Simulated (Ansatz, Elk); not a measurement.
# Bonding as seen by X-rays: Fe3Pb, part 2 of 2

The structure of Fe3Pb used here is made up (a known structure type with other elements) and was relaxed beforehand with PBEsol. The aim is the Fourier transform of its all-electron density, F(hkl), set beside the sum over free spherical atoms that refinements use.

Elk 11.2.3 (patched build); all-electron DFT.

So far: The starting structure; Ground state and structure factors; The magnetisation density; The highest occupied states alone.

The structure was built from a prototype and need not be the compound's stable phase.

**5. Another functional**

Level of this step: DFT, PBEsol, all-electron APW+lo, Dirac cores, scalar-relativistic bands, static density, ferromagnetic start (Elk).

The difference from free atoms is small, so it is set against the change that PBEsol makes.

elk.in

```
tasks
  0
  195
  196

xctype
  22

spinpol
  .true.

rgkmax
  7.0

gmaxvr
  14.0

lmaxo
  7

lmaxapw
  8

swidth
  0.002

tshift
  .false.

ramdisk
  .false.

hmaxvr
  5.5

maxscl
  120

epspot
  1e-06

reducebf
  0.8

sppath
  './'

avec
  0.00000000000 5.69589235311 5.69589235311
  5.69589235311 0.00000000000 5.69589235311
  5.69589235311 5.69589235311 -0.00000000000

atoms
  2
  'Pb.in'
  1
  0.0000000000 0.0000000000 -0.0000000000   0.000000 0.000000 0.000000
  'Fe.in'
  3
  0.7500000000 0.7500000000 0.7500000000   0.000000 0.000000 -0.100000
  0.2500000000 0.2500000000 0.2500000000   0.000000 0.000000 -0.100000
  0.5000000000 0.5000000000 0.5000000000   0.000000 0.000000 -0.130000

ngridk
  6 6 6
```

On the command line:

```bash
$ OMP_NUM_THREADS=4 elk
```

Numbers of over 12 decimals in the logs are rounded to 6 here.

The program printed:

```text
┌─────────────────────────┐
│ Elk code version 11.2.3 │
└─────────────────────────┘

All units are atomic (Hartree, Bohr, etc.)

┌─────────────────────────────────────────────────┐
│ Ground-state run starting from atomic densities │
└─────────────────────────────────────────────────┘

Lattice vectors :
   0.000000000       5.695892353       5.695892353
   5.695892353       0.000000000       5.695892353
   5.695892353       5.695892353      -0.000000000

Reciprocal lattice vectors :
 -0.5515540777      0.5515540777      0.5515540777
[...]
Moments :
 interstitial                :  -0.8010815949E-01
 muffin-tins
  species : 1 (Pb)
[...]
species : 2 (Fe)
[...]
atom 2                    :    2.083880017
   atom 3                    :    2.632019420
 total in muffin-tins        :    6.741545955
 total moment                :    6.661437796

┌──────────────────────────────┐
│ Self-consistent loop stopped │
└──────────────────────────────┘

Warning : the lowest level lies among the core levels :   -2.877964721      -2.407669952

Warning : core states of species 1 leak from the muffin-tin :   0.2793851486E-02

Wrote STATE.OUT
[key lines of the parts left out:]
total energy                :     -24737.891628414
```

Wall time 2.7 min (4 threads of Intel Xeon at 2.60GHz (Ice Lake), shared host); peak memory 0.51 GiB; 9.1 min of CPU time.

Against the first run R = 0.01 %; the largest change is -0.033 at 400. The moment goes from 6.69 to 6.66 μB.

**6. Basis size**

A smaller basis shows how fast F responds to it; the change is likely larger than the basis error of the first run, but doesn't show convergence.

Edit elk.in of step 5 so:

```diff
@@ -6,3 +6,3 @@
 xctype
-  22
+  20
 
@@ -12,3 +12,3 @@
 rgkmax
-  7.0
+  5.5
```

On the command line:

```bash
$ OMP_NUM_THREADS=4 elk
```

The program printed:

```text
┌─────────────────────────┐
│ Elk code version 11.2.3 │
└─────────────────────────┘

All units are atomic (Hartree, Bohr, etc.)

┌─────────────────────────────────────────────────┐
│ Ground-state run starting from atomic densities │
└─────────────────────────────────────────────────┘

Lattice vectors :
   0.000000000       5.695892353       5.695892353
   5.695892353       0.000000000       5.695892353
   5.695892353       5.695892353      -0.000000000

Reciprocal lattice vectors :
 -0.5515540777      0.5515540777      0.5515540777
[...]
Moments :
 interstitial                :  -0.4797853953E-01
 muffin-tins
  species : 1 (Pb)
[...]
species : 2 (Fe)
[...]
atom 2                    :    2.132167535
   atom 3                    :    2.635124492
 total in muffin-tins        :    6.843790690
 total moment                :    6.795812151

┌──────────────────────────────┐
│ Self-consistent loop stopped │
└──────────────────────────────┘

Warning : the lowest level lies among the core levels :   -2.909014975      -2.422716966

Warning : core states of species 1 leak from the muffin-tin :   0.2782993037E-02

Wrote STATE.OUT
[key lines of the parts left out:]
total energy                :     -24746.754441654
```

Elapsed: 2.6 min, on 4 threads; peak memory 0.5 GiB.

Against the first run R = 0.03 %; the largest change is +0.114 at 400. The moment goes from 6.69 to 6.80 μB.

**7. Basis size**

The basis and the expansions that go with it are enlarged, to see whether the differences are converged.

Edit elk.in of step 6 so:

```diff
@@ -12,12 +12,12 @@
 rgkmax
-  5.5
+  8.5
 
 gmaxvr
-  14.0
+  18.0
 
 lmaxo
-  7
+  9
 
 lmaxapw
-  8
+  10
```

On the command line:

```bash
$ OMP_NUM_THREADS=4 elk
```

The program printed:

```text
┌─────────────────────────┐
│ Elk code version 11.2.3 │
└─────────────────────────┘

All units are atomic (Hartree, Bohr, etc.)

┌─────────────────────────────────────────────────┐
│ Ground-state run starting from atomic densities │
└─────────────────────────────────────────────────┘

Lattice vectors :
   0.000000000       5.695892353       5.695892353
   5.695892353       0.000000000       5.695892353
   5.695892353       5.695892353      -0.000000000

Reciprocal lattice vectors :
 -0.5515540777      0.5515540777      0.5515540777
[...]
Moments :
 interstitial                :  -0.1129098684
 muffin-tins
  species : 1 (Pb)
[...]
species : 2 (Fe)
[...]
atom 2                    :    2.115380585
   atom 3                    :    2.630120526
 total in muffin-tins        :    6.799256872
 total moment                :    6.686347004

┌──────────────────────────────┐
│ Self-consistent loop stopped │
└──────────────────────────────┘

Warning : the lowest level lies among the core levels :   -2.864005335      -2.388701720

Warning : core states of species 1 leak from the muffin-tin :   0.2774439449E-02

Wrote STATE.OUT
[key lines of the parts left out:]
total energy                :     -24747.010585747
```

It took 4.2 min on 4 threads; peak memory 0.77 GiB; 14 min of CPU time.

Against the first run R = 0.01 %; the largest change is -0.013 at 422. The moment goes from 6.69 to 6.69 μB.

**8. Settings against the effect**

```tsv
run	R against the first run (%)	R against neutral atoms, low angle (%)	wall time
PBE, rgkmax 7	0.00	0.32	2.6 min
PBEsol	0.01	0.33	2.7 min
rgkmax 5.5	0.03	0.35	2.6 min
rgkmax 8.5 with larger expansions	0.01	0.31	4.2 min
```

**9. What came out**

| Quantity | Value |
| --- | --- |
| R against neutral atoms, sin θ/λ < 0.3 Å⁻¹ | 0.32 % |
| R against neutral atoms, 0.3 to 0.83 Å⁻¹ | 0.12 % |

What this shows: Independent neutral atoms miss the calculated amplitudes by R = 0.32 % below 0.3 Å⁻¹ and 0.12 % from there to 0.83 Å⁻¹; by shells, 0.53 % below 0.15 Å⁻¹ (1 form), 0.29 % 0.15 to 0.3 (4 forms), 0.09 % 0.3 to 0.45 (6 forms), 0.12 % above 0.45 (33 forms). Bonding, aspherical density and the tables' own atoms all enter these figures, and the runs don't part them. The largest change of an amplitude is -0.40 electrons, at 220. The magnetic order is that of the start. No other order was tried here, and an antiferromagnetic one would change or move the magnetic intensity. The window's part falls from 28.0 electrons at the origin to at most 3.28 between 0.45 and 0.83 Å⁻¹, where compact states inside the window still scatter. Below 0.3 Å⁻¹ the changes that finished (PBEsol, rgkmax 5.5 and rgkmax 8.5 with larger expansions) move F by R = 0.05 % at most, against the 0.32 % that separates it from free atoms. The magnetic factors move by R = 1.0 % (PBEsol), 2.1 % (rgkmax 5.5) and 0.2 % (rgkmax 8.5 with larger expansions), so they aren't settled to better than that. The k-mesh has no finished test. Spin-orbit coupling is left out, which can matter for elements this heavy. Part of the difference isn't bonding: the tables are fits to free atoms and ions calculated by other methods than this functional. Thermal motion, anomalous dispersion and extinction are left out.

[Logs are printed without paths, hosts, clocks, repeated set-up lines and the standing remarks that a program may print on its own settings, such as how far it seeks lower states.]

[Hosts, paths, dates, database ids (printed as entryN), source tags and the programs' standing remarks are cut or masked in the printed files.]
